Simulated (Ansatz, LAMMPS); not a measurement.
# Amorphous 86ZrO2-14SiO2 (mol %) (84 atoms): relaxation and levels of theory

Which bonds does the relaxation leave, and how do the Kohn-Sham gap, forces and pressure change with k-mesh and functional?

Calculated with Ansatz 0.2.0: Kohn-Sham DFT, PBE, PAW (set soft_2), plane waves; cutoff 420 eV, Γ point, fermi-dirac smearing of 0.025 eV.

**The cell**

Density at the start: 4.72 g/cm³. The cell holds 84 atoms: 24 Zr, 4 Si and 56 O. Cell: a = 10.403 Å, b = 10.403 Å, c = 10.403 Å, α = 90.0°, β = 90.0°, γ = 90.0°. 84 atoms (24 Zr, 4 Si, 56 O) placed at random at 4.72 g/cm³, melted at 5000 K for 10 ps at fixed volume with the Morse and Coulomb pair potential with partial charges (Pedone, Malavasi, Menziani, Cormack and Segre, J. Phys. Chem. B 110, 11780 (2006)). Quenched from 5000 K to 300 K at 50 K/ps and fixed volume, held 5 ps, then minimised at fixed cell.

Cell and atoms were relaxed with PBE. The walk converged after 14 steps by the program's count, with a largest force component of 0.0166 eV/Å; it began at an r.m.s. force component of 0.66 eV/Å. The edges went from 10.403, 10.403, 10.403 to 10.117, 10.287, 10.491 Å, and the volume from 13.402 to 12.976 Å³ an atom (-3.2 %).

The input of the reference single point:

```yaml
crystal:
  lattice:
    - [10.11352, -0.24668, 0.07416]
    - [-0.24668, 10.28298, 0.14253]
    - [0.07416, 0.14253, 10.48946]
  atoms:
    - { symbol: Zr, position: [0.94645, 0.53548, 0.77371] }
    - { symbol: Zr, position: [0.54587, 0.30532, 0.98797] }
    - { symbol: Zr, position: [0.49247, 0.61737, 0.86574] }
    - { symbol: Zr, position: [0.18683, 0.51512, 0.24541] }
    [... 78 atom lines left out ...]
    - { symbol: O, position: [0.09922, 0.98625, 0.82372] }
    - { symbol: O, position: [0.28575, 0.29642, 0.71636] }
kpoints:
  mp_grid: { grid: [1, 1, 1] }
hamiltonian:
  xc: pbe
scf:
  occupations: { method: fermi_dirac, width: 0.025 }
output:
  forces: true
  stress: true
  populations: true
  dos:
    method: { smearing: { sigma: 0.08 } }
    de: 0.05
    projected: { site_lists: { O: [O], Si: [Si], Zr: [Zr] } }
  eigenvalues: true
  write_density: true
  write_potential: true
  volumetric_format: npy
```

**Bonds after relaxation**

Bonds by pair of elements; cutoffs follow the first minimum of g(r), held within bounds set by covalent radii, and pairs that aren't listed don't count as bonded:

```csv
pair A-B,cutoff (Å),bonds,mean length (Å),spread (Å),shortest (Å),B about A,A about B
O-Zr,2.82,151,2.15,0.115,1.87,2.70,6.29
O-Si,2.08,16,1.64,0.021,1.60,0.286,4
```

How many atoms have how many bonded neighbours:

```
element  mean  2   3  4  5   6  7
      O  2.98  6  45  5  0   0  0
     Si     4  0   0  4  0   0  0
     Zr  6.29  0   0  0  2  13  9
```

**Levels of theory**

Single points at the relaxed geometry:

| functional | k-mesh | Kohn-Sham gap (eV) | pressure (GPa) | r.m.s. force component (eV/Å) | SCF cycles | time |
| --- | --- | --- | --- | --- | --- | --- |
| PBE | 1×1×1 | 3.626 | -0.01 | 0.004 | 10 | 16 s |
| PBE | 2×2×2 | 3.567 | 0.00 | 0.016 | 10 | 2.4 min |
| HSE06 | 1×1×1 | 5.200 | -5.43 | 0.136 | 20 | 4.1 min |
| r2SCAN | 1×1×1 | 4.088 | -3.58 | 0.102 | 10 | 33 s |
| PBEsol | 1×1×1 | 3.575 | -5.28 | 0.063 | 11 | 16 s |

The gap is that between the highest filled and lowest empty Kohn-Sham level on the run's k-points. Cutoffs: 420 eV for PBE, HSE06 and PBEsol; 500 eV for r2SCAN. Times come from shared hosts and are rough.

**Findings**

By these cutoffs 80 % of O atoms have 3, 100 % of Si atoms have 4 and 54 % of Zr atoms have 6 neighbours. The Kohn-Sham gap is 3.63 eV with PBE on the 1×1×1 mesh and 3.57 eV on 2×2×2. On the 1×1×1 mesh HSE06 changes the gap by +1.57 eV against PBE. Carrying that shift over to the 2×2×2 mesh gives 3.57 + 1.57 = 5.14 eV, an estimate that takes the shift to be alike at all k-points. On the reference's mesh the gap changes with r2SCAN by +0.46 eV and PBEsol by -0.05 eV. Against the reference the pressure changes with HSE06 by -5.4 GPa, r2SCAN by -3.6 GPa and PBEsol by -5.3 GPa; a negative change means a smaller volume than PBE would take. The denser mesh moves the energy by -0.9 meV/atom and the pressure by +0.00 GPa.

Limits: All single points share the geometry relaxed with PBE. The volume changed by -3.2 % on relaxing; in so small a cell, on this mesh and at this cutoff, the relaxed density is rough. One sample; tail or defect levels can set the gap of a disordered cell. The quench rate of 50 K/ps is many orders above laboratory rates, so the cell is likely richer in defects and strain than a real sample. The network of bonds at the start is that of the classical potential that made the cell, and needn't be the one that DFT or experiment would give. In some runs the program notes that it cut back its work space to fit the memory limit, the exchange threshold is loose for the stress and the SCF threshold is loose for the stress.

[Logs are printed without paths, hosts, clocks, repeated set-up lines and the standing remarks that a program may print on its own settings, such as how far it seeks lower states.]

[Hosts, paths, dates, database ids (printed as entryN), source tags and the programs' standing remarks are cut or masked in the printed files.]
